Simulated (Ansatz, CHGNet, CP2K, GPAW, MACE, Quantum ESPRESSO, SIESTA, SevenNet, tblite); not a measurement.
# Running random rock-salt alloy of NbC and TiC (64 atoms) with Quantum ESPRESSO, part 2 of 2

Wanted: Quantum ESPRESSO inputs and outputs for random rock-salt alloy of NbC and TiC (64 atoms), checked against a plane-wave reference.

Program: Quantum ESPRESSO 7.5; the method stands at each step. Banners, paths, timers and routine set-up lines are dropped from the logs unmarked, and long logs keep their key lines alone; longer cuts are marked.

So far. Step 2 (PBE, sssp-1.3.0-efficiency, 45/360 Ry): Forces lie 1.2 % from the reference's, at 13 times its CPU time (on 2 against 8 cores). Step 3 (PBE, sssp-1.3.0-efficiency, 35/280 Ry): Against the first run (1.2 %), the force difference from the reference is 1.1 %, at 0.71 times the CPU time.

### 4. PBE, sg15-1.2, 80/320 Ry

Method: Kohn-Sham DFT, PBE, SG15 1.2 norm-conserving pseudopotentials, plane waves.

The pseudopotential files are exchanged too: ./pseudo now holds the set sg15-pbe-1.2.

The input, pw.in:

```
&control
  calculation = 'scf'
  pseudo_dir = './pseudo'
  outdir = './tmp'
  disk_io = 'none'
  tprnfor = .true.
  tstress = .true.
/
&system
  ibrav = 0
  nat = 64
  ntyp = 3
  ecutwfc = 80
  ecutrho = 320
  nosym = .true.
  occupations = 'smearing'
  smearing = 'fd'
  degauss = 0.003675
/
&electrons
  conv_thr = 3.2e-07
  electron_maxstep = 100
  mixing_beta = 0.2
  mixing_mode = 'local-TF'
  diagonalization = 'david'
/
ATOMIC_SPECIES
Ti 47.867 Ti.upf
C 12.011 C.upf
Nb 92.906 Nb.upf
CELL_PARAMETERS angstrom
8.69160 0.00000 0.00000
0.00000 8.69160 0.00000
0.00000 0.00000 8.69160
ATOMIC_POSITIONS crystal
[... 64 atom lines left out: the same atoms as in the first run ...]
K_POINTS gamma
```

Command:

```console
$ OMP_NUM_THREADS=1 mpirun -np 4 pw.x -in pw.in > output.txt
```

What it wrote:

```text
[banner, memory and clock lines left out]
Program PWSCF
     gamma-point specific algorithms are used
     one sub-group per band group will be used
     bravais-lattice index     =            0
     lattice parameter (alat)  =      16.4247  a.u.
     unit-cell volume          =    4430.9392 (a.u.)^3
     number of atoms/cell      =           64
     number of atomic types    =            3
[... lines left out ...]
     scf convergence threshold =      3.2E-07
[... lines left out ...]
     number of k points=     1  Fermi-Dirac smearing, width (Ry)=  0.0037
[... lines left out ...]
     total energy              =   -4056.77150000 Ry
[... lines left out ...]
     total energy              =   -4050.92824342 Ry
[... lines left out ...]
     total energy              =   -4055.24810558 Ry
[... lines left out ...]
     c_bands:  2 eigenvalues not converged
[... lines left out ...]
     total energy              =   -4055.49371291 Ry
[... lines left out ...]
     total energy              =   -4055.49371321 Ry
[... lines left out ...]
   -41.2425 -41.2280 -41.2107 -41.2052 -41.1993 -41.1963 -41.1936 -41.1863
   -41.1832 -41.1760 -41.1643 -41.1597 -41.1561 -41.1507 -41.1504 -41.1430
   -41.1383 -41.1296 -41.1267 -41.1222 -41.1210 -41.1145 -41.1119 -41.1063
[...]
17.9131  17.9437  17.9616  17.9766  18.0104  18.0452  18.0503  18.0681
    18.0776  18.0898  18.1094  18.1233  18.1594  18.1667  18.2139  18.2726
    18.2844  18.2890  18.3051  18.3196  18.3268  18.3435
     the Fermi energy is    15.0977 ev
!    total energy              =   -4055.49371371 Ry
     estimated scf accuracy    <       0.00000017 Ry
     smearing contrib. (-TS)   =      -0.02912894 Ry
     internal energy E=F+TS    =   -4055.46458477 Ry
     The total energy is F=E-TS. E is the sum of the following terms:
     one-electron contribution =    -837.51399208 Ry
     hartree contribution      =     673.54024776 Ry
     xc contribution           =    -568.69224660 Ry
     ewald contribution        =   -3322.79859385 Ry
     convergence has been achieved in  17 iterations
     Forces acting on atoms (cartesian axes, Ry/au):
     atom    1 type  1   force =     0.03183651    0.01407086   -0.01192608
     atom    2 type  2   force =    -0.00378145   -0.02914965   -0.00042332
     atom    3 type  1   force =    -0.00599802   -0.00552495   -0.00387764
[...]
atom   63 type  1   force =     0.01298615   -0.03880064    0.00508415
     atom   64 type  2   force =    -0.03625791    0.00291182   -0.02099233
     Total force =     0.274145     Total SCF correction =     0.001806
     Computing stress (Cartesian axis) and pressure
          total   stress  (Ry/bohr**3)                   (kbar)     P=       14.74
   0.00011301  -0.00001553  -0.00001000           16.62       -2.28       -1.47
  -0.00001553   0.00008960  -0.00000794           -2.28       13.18       -1.17
  -0.00001000  -0.00000794   0.00009796           -1.47       -1.17       14.41
     Message from routine punch:
     Nothing written, as per user request (disk_io='none')
```

Run time: 1.8 min. Hardware: 4 MPI ranks of Arm Neoverse V2, shared host; peak memory 1.4 GiB.

Against the reference:

```yaml
r_m_s_force_component: 0.5087 eV/Å
r_m_s_difference_of_force_components: 3.615 meV/Å
longest_difference_of_force_vectors: 12.86 meV/Å
force_difference_over_r_m_s_force: 0.7145 %
slope_of_forces_against_the_reference_s: 1.006
correlation_of_force_components: 1
pressure: 1.474 GPa
pressure_difference: 0.1168 GPa
```

Against the first run (1.2 %), the force difference from the reference is 0.71 %, at 1.2 times the CPU time (on 4 against 2 cores).

The run ends at a pressure of 1.47 GPa, with forces up to 1.7 eV/Å.

### 5. The ladder

Differences are against the plane-wave reference, forces as r.m.s. over components; share is that over the reference's r.m.s. force, slope the least-squares factor from reference forces to these. Total energies of different programs have different zeros and aren't compared.

| run | Δ force, r.m.s. (meV/Å) | share (%) | slope | Δ pressure (GPa) | cores | CPU time | memory (GiB) |
| --- | --- | --- | --- | --- | --- | --- | --- |
| reference | - | - | - | - | 8 | 27 s | 1.0 |
| QE PBE, sssp-1.3.0-efficiency, 45/360 Ry | 5.82 | 1.15 | 1.006 | 0.0288 | 2 | 6 min | 1.4 |
| QE PBE, sssp-1.3.0-efficiency, 35/280 Ry (coarse) | 5.79 | 1.14 | 1.005 | -1.36 | 2 | 4.2 min | 0.98 |
| QE PBE, sg15-1.2, 80/320 Ry | 3.62 | 0.715 | 1.006 | 0.117 | 4 | 7.4 min | 1.4 |

Rows marked coarse were listed beforehand as settings not expected to be converged; some can still land near the reference.

CPU time is summed over cores on a shared host, where runs went side by side, so it is rough. Symmetry, cutoffs, thresholds, outputs and thread counts weren't matched or tuned between programs; memory under MPI is the largest rank's times the ranks.

Within one program, basis, potentials and functional, energies share a zero. Each run against its twin at the usual cutoff or grid and solver:

| run | twin | Δ energy (meV/atom) | Δ force, r.m.s. (meV/Å) | CPU time over the twin's |
| --- | --- | --- | --- | --- |
| QE PBE, sssp-1.3.0-efficiency, 35/280 Ry | sssp-1.3.0-efficiency, 45/360 Ry | 13.3 | 3.41 | 0.71 |

### 6. Summary of results

| Item | Value |
| --- | --- |
| nearest in forces | QE PBE, sg15-1.2, 80/320 Ry, 0.71 % |
| its CPU time | 7.4 min |

**Reading.** PBE on plane waves or a grid with other potentials, cutoffs or grids, coarse settings apart, differs from the reference by 0.71 % (QE PBE, sg15-1.2, 80/320 Ry) to 1.2 % (QE PBE, sssp-1.3.0-efficiency, 45/360 Ry) of the r.m.s. force; this holds the reference's own error, so differences of a few per cent don't tell which side is nearer the exact PBE result (QE's 45 Ry are 612 eV, against the reference's 420 eV). Runs with settings chosen to be coarse differ by 1.1 % (QE PBE, sssp-1.3.0-efficiency, 35/280 Ry), their programs' other errors included. None of the electronic-structure runs in the table takes under half the reference's CPU time of 27 s; they take 9.6 to 17 times as much. The host structure and its lattice constant were typed by rule, without a check against the phase diagram. The electronic-structure runs sample only Γ, in a cell whose shortest periodic width is 9 Å, which is coarse for a cell with partly filled levels.

[Also dropped from logs without a mark: logging warnings of Python, and SIESTA's first energy breakdown and zero terms.]

[Logs are printed without paths, hosts, clocks, repeated set-up lines and the standing remarks that a program may print on its own settings, such as how far it seeks lower states.]

[Hosts, paths, dates, database ids (printed as entryN), source tags and the programs' standing remarks are cut or masked in the printed files.]
